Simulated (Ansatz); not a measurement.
## How many bands does the GW gap of MgAl2C2 (P-3m1) need?

Wanted: a G0W0 gap for MgAl2C2 (P-3m1) that is converged in bands and cutoff, or an estimate of the limit.

Program: Ansatz 0.2.0. Level of theory: G0W0 on r2SCAN, plane waves, PAW. Results are calculated unless marked as measured.

Report form: the programs' logs are mostly left out.

## Step 1: The structure

Symmetry: P-3m1, No. 164, trigonal system. Conventional cell: a = 3.377 Å, b = 3.377 Å, c = 5.817 Å, α = 90.00°, β = 90.00°, γ = 120.00°. Nearest to Mg lie 6 C at 2.51 Å. Nearest to Al lie 4 C at 2.00 to 2.20 Å. C has 4 Al at 2.00 to 2.20 Å and 3 Mg at 2.51 Å nearest. Farther neighbours are not listed.

Coordinates:

```cif
data_structure
_symmetry_space_group_name_H-M 'P-3m1'
_symmetry_Int_Tables_number 164
_cell_length_a 3.3770
_cell_length_b 3.3770
_cell_length_c 5.8170
_cell_angle_alpha 90.000
_cell_angle_beta 90.000
_cell_angle_gamma 120.000
_cell_volume 57.45
loop_
_atom_site_label
_atom_site_type_symbol
_atom_site_symmetry_multiplicity
_atom_site_Wyckoff_symbol
_atom_site_fract_x
_atom_site_fract_y
_atom_site_fract_z
_atom_site_occupancy
Mg1 Mg 1 a 0.00000 0.00000 0.00000 1
Al1 Al 2 d 0.33333 0.66667 0.35070 1
C1 C 2 d 0.33333 0.66667 0.72899 1
```

Geometry: measured cell, ions relaxed with r2SCAN. The runs that relaxed it are not among those shown. The default PAW set here is soft_2. Its files were made with PBE.

## Step 2: 60 empty bands, screening to 60 eV

Now the one-shot GW correction: screening in the RPA, then the self-energy of the levels asked for.

Input file input.yaml:

```yaml
crystal:
  lattice:
    - [3.377, 0.0, 0.0]
    - [-1.6885, 2.9245677886, 0.0]
    - [0.0, 0.0, 5.817]
  atoms:
    - { symbol: Mg, position: [0.0, 0.0, 0.0] }
    - { symbol: Al, position: [0.3333333333, 0.6666666667, 0.3506950892] }
    - { symbol: Al, position: [0.6666666667, 0.3333333333, 0.6493049108] }
    - { symbol: C, position: [0.3333333333, 0.6666666667, 0.7289915423] }
    - { symbol: C, position: [0.6666666667, 0.3333333333, 0.2710084577] }
kpoints:
  mp_grid: { grid: [6, 6, 4] }
hamiltonian:
  xc: r2scan
scf:
  occupations: { method: fixed }
gw:
  n_empty_bands: 60
  ecut_chi: 60
  qp_bands: [v2, c2]
  qp_kpoints: band_edges
  screening: { model: contour_deformation }
```

Run with:

```console
$ ansatz run input.yaml --threads 2 --pin off --max-ram 92160MiB --backend cuda --events-out ev --progress --plain --runs-dir out --devices 1 --max-vram 13GiB  # rebuilt from the run's record
```

Wall time 12 s (1 × NVIDIA H100 80GB HBM3 (shared by 6 runs) with 2 threads of AMD EPYC 7R13 (Zen 3), shared host); peak memory 1.1 GiB; 11 s of CPU time.

This step gave:

| Item | Value |
| --- | --- |
| bands summed | 72 |
| RPA ε∞ on this mesh (eigenvalues) | 6.616, 6.616, 7.220 |
| plane waves in the screening matrix | 67 |
| q-points in the mesh | 144 |
| G0W0 gap on the mesh | 2.469 eV |
| k of the valence top | 0, 0.1667, 0 |
| k of the conduction bottom | 0, -0.5, 0.25 |
| starting gap on the mesh | 2.251 eV |
| Z at the valence top | 0.7862 |
| Z at the conduction bottom | 0.8119 |
| least direct G0W0 gap on the computed points | 3.786 eV |

The gap on the mesh goes from 2.25 eV to 2.47 eV, a correction of +0.22 eV. Between the two edge states, bare exchange in place of the xc potential would open the gap by 5.77 eV, and correlation takes back 5.56 eV.

## Step 3: 171 empty bands, screening to 120 eV

Bands and screening cutoff are moved together, since each hides the error of the other.

input.yaml, as its differences from that of step 2:

```diff
@@ -18,4 +18,4 @@
 gw:
-  n_empty_bands: 60
-  ecut_chi: 60
+  n_empty_bands: 171
+  ecut_chi: 120
   qp_bands: [v2, c2]
```

It took 20 s on 1 × NVIDIA H100 80GB HBM3 (shared by 6 runs) with 2 threads; peak memory 1.4 GiB.

Numbers from this step:

- bands summed: 183
- RPA ε∞ on this mesh (eigenvalues): 6.520, 6.520, 7.169
- plane waves in the screening matrix: 149
- q-points in the mesh: 144
- G0W0 gap on the mesh: 2.677 eV
- k of the valence top: 0, 0.1667, 0
- k of the conduction bottom: 0, -0.5, 0.25
- starting gap on the mesh: 2.251 eV
- Z at the valence top: 0.7806
- Z at the conduction bottom: 0.8101
- least direct G0W0 gap on the computed points: 3.967 eV

Against the run with 6×6×4 mesh, 60 empty bands, screening to 60 eV, the gap moves by +0.21 eV.

## Step 4: 368 empty bands, screening to 200 eV

input.yaml, as its differences from that of step 3:

```diff
@@ -18,4 +18,4 @@
 gw:
-  n_empty_bands: 171
-  ecut_chi: 120
+  n_empty_bands: 368
+  ecut_chi: 200.0
   qp_bands: [v2, c2]
```

Run time: 35 s. Hardware: 1 × NVIDIA H100 80GB HBM3 (shared by 6 runs) with 2 threads; peak memory 2 GiB.

This step gave:

```yaml
bands_summed: 380
rpa_eps_infinity_on_this_mesh_eigenvalues: 6.511, 6.511, 7.163
plane_waves_in_the_screening_matrix: 373
g0w0_gap_on_the_mesh: 2.778 eV
k_of_the_valence_top: 0, 0.1667, 0
k_of_the_conduction_bottom: 0, -0.5, 0.25
starting_gap_on_the_mesh: 2.251 eV
least_direct_g0w0_gap_on_the_computed_points: 4.062 eV
```

Against the run with 6×6×4 mesh, 171 empty bands, screening to 120 eV, the gap moves by +0.10 eV.

## Step 5: Changing the k mesh: 6×6×2 mesh, 171 empty bands, screening to 120 eV

A second mesh at equal bands and cutoff isolates the sampling error. Bands and cutoff differ from the step before, so it is read against an earlier run that matches them.

input.yaml, as its differences from that of step 4:

```diff
@@ -12,3 +12,3 @@
 kpoints:
-  mp_grid: { grid: [6, 6, 4] }
+  mp_grid: { grid: [6, 6, 2] }
 hamiltonian:
@@ -18,4 +18,4 @@
 gw:
-  n_empty_bands: 368
-  ecut_chi: 200.0
+  n_empty_bands: 171
+  ecut_chi: 120
   qp_bands: [v2, c2]
```

Run time: 15 s. Hardware: 1 × NVIDIA H100 80GB HBM3 (shared by 6 runs) with 2 threads; peak memory 1.2 GiB; 19 s of CPU time.

Numbers from this step:

- bands summed: 183
- RPA ε∞ on this mesh (eigenvalues): 6.517, 6.517, 6.831
- plane waves in the screening matrix: 149
- G0W0 gap on the mesh: 2.741 eV
- k of the valence top: 0, 0.1667, 0
- k of the conduction bottom: 0, -0.5, -0.5
- starting gap on the mesh: 2.276 eV
- least direct G0W0 gap on the computed points: 4.004 eV

Against the run with 6×6×4 mesh, 171 empty bands, screening to 120 eV, the gap moves by +0.06 eV, while the start moved by +0.02 eV. A band edge is found at another k point on this mesh.

## Step 6: Changing the frequency model: 6×6×4 mesh, 171 empty bands, screening to 120 eV, plasmon pole

A plasmon pole stands in for the full frequency dependence of the screening; this run shows what that costs in accuracy.

input.yaml, as its differences from that of step 5:

```diff
@@ -12,3 +12,3 @@
 kpoints:
-  mp_grid: { grid: [6, 6, 2] }
+  mp_grid: { grid: [6, 6, 4] }
 hamiltonian:
@@ -22,2 +22,2 @@
   qp_kpoints: band_edges
-  screening: { model: contour_deformation }
+  screening: { model: godby_needs }
```

Wall time 20 s (1 × NVIDIA H100 80GB HBM3 (shared by 6 runs) with 2 threads); peak memory 1.6 GiB.

This step gave:

```yaml
bands_summed: 183
plasmon_pole_fit_frequency: 24.00 eV
rpa_eps_infinity_on_this_mesh_eigenvalues: 6.520, 6.520, 7.169
plane_waves_in_the_screening_matrix: 149
g0w0_gap_on_the_mesh: 2.635 eV
k_of_the_valence_top: 0, 0.1667, 0
k_of_the_conduction_bottom: 0, -0.5, 0.25
starting_gap_on_the_mesh: 2.251 eV
least_direct_g0w0_gap_on_the_computed_points: 3.931 eV
```

Against the run with 6×6×4 mesh, 171 empty bands, screening to 120 eV, the gap moves by −0.04 eV.

## Step 7: Changing the files: 6×6×4 mesh, 171 empty bands, screening to 120 eV, hard PAW files

Other atomic data (hard PAW) test the pseudisation: the cutoff goes from 500 to 900 eV and the valence electrons from 24 to 40, which opens shells that were frozen.

input.yaml, as its differences from that of step 6:

```diff
@@ -15,2 +15,3 @@
   xc: r2scan
+  pseudopotentials: { kind: paw, source: ansatz }
 scf:
@@ -22,2 +23,2 @@
   qp_kpoints: band_edges
-  screening: { model: godby_needs }
+  screening: { model: contour_deformation }
```

Elapsed: 20 s, on 1 × NVIDIA H100 80GB HBM3 (shared by 6 runs) with 2 threads; peak memory 1.7 GiB.

Numbers from this step:

```
bands summed                                 : 191
RPA ε∞ on this mesh (eigenvalues)            : 6.551, 6.551, 7.183
plane waves in the screening matrix          : 149
G0W0 gap on the mesh                         : 2.653 eV
k of the valence top                         : 0, 0.1667, 0
k of the conduction bottom                   : 0, -0.5, 0.25
starting gap on the mesh                     : 2.249 eV
least direct G0W0 gap on the computed points : 3.951 eV
```

Against the run with 6×6×4 mesh, 171 empty bands, screening to 120 eV, the gap moves by −0.02 eV.

## Step 8: Side by side

Times are wall times on 1 × NVIDIA H100 80GB HBM3 (shared by 6 runs) with 2 threads of AMD EPYC 7R13 (Zen 3), shared host, good to a factor of about two.

```csv
mesh,files,frequency,bands summed,cutoff (eV),start (eV),G0W0 (eV),time,host memory (GiB)
6×6×4,default PAW,contour deformation,72,60,2.251,2.469,12 s,1.1
6×6×4,default PAW,contour deformation,183,120,2.251,2.677,20 s,1.4
6×6×4,default PAW,contour deformation,380,200,2.251,2.778,35 s,2.0
6×6×2,default PAW,contour deformation,183,120,2.276,2.741,15 s,1.2
6×6×4,default PAW,plasmon pole,183,120,2.251,2.635,20 s,1.6
6×6×4,hard PAW,contour deformation,191,120,2.249,2.653,20 s,1.7
```

The parts of the quasiparticle energy at the two band edges (eV; QP = start + Σx + Σc − Vxc):

```csv
run,edge,start,Σx,Σc,Vxc,Z,QP
72 bands,valence top,8.47,-16.38,2.08,-14.38,0.79,8.55
72 bands,conduction bottom,10.72,-6.69,-3.47,-10.46,0.81,11.01
183 bands,valence top,8.47,-16.38,1.65,-14.38,0.78,8.11
183 bands,conduction bottom,10.72,-6.69,-3.70,-10.46,0.81,10.79
380 bands,valence top,8.47,-16.38,1.46,-14.38,0.78,7.93
380 bands,conduction bottom,10.72,-6.69,-3.78,-10.46,0.81,10.70
```

## Step 9: What came out

| Item | Value |
| --- | --- |
| 72 bands, 60 eV | 2.469 eV |
| 183 bands, 120 eV | 2.677 eV |
| 380 bands, 200 eV | 2.778 eV |
| estimated limit in bands and cutoff | 2.87 eV |
| mesh and start | 6×6×4, r2SCAN |

In words: A line in one over the bands through the two highest rungs gives 2.87 eV, +0.09 eV from the top rung; the pair below gives 2.81 eV, so the estimate is still climbing. The rungs stand 0.40 eV (72 bands), 0.19 eV (183 bands) and 0.09 eV (380 bands) from it. From 72 to 380 bands the gap moves by +0.31 eV while the time grows 3.0-fold. Σc changes by −0.62 eV at the valence top and −0.31 eV at the conduction bottom, so both edges matter. On the 6×6×2 mesh in place of 6×6×4 the gap differs by +0.06 eV, of which +0.02 eV is already in the start. The plasmon-pole model gives −0.04 eV against contour deformation, 10 % of the correction, and saved no time in this program. Hard PAW files move the gap by −0.02 eV at equal bands and cutoff, −0.003 eV of it in the start. The cheapest rung within 0.1 eV of this estimate is that with 380 bands (35 s). The 6×6×4 mesh misses a band edge: over a band path and its finer mesh (run apart) the r2SCAN gap is 2.15 eV, so the G0W0 gap over the zone may lie about 0.10 eV below its value on the mesh.

[Paths, hosts, dates, memory and timing lines, banners, echoed tables and standing remarks are left out of the program output.]

[Logs are printed without paths, hosts, clocks, repeated set-up lines and the standing remarks that a program may print on its own settings, such as how far it seeks lower states.]

[Runs of the session that timed out or met a known fault of the program may be left out.]

[Cells called generated may have been cut or substituted from an entry of the Crystallography Open Database or the Materials Project.]

[Hosts, paths, dates, database ids (printed as entryN), source tags and the programs' standing remarks are cut or masked in the printed files.]
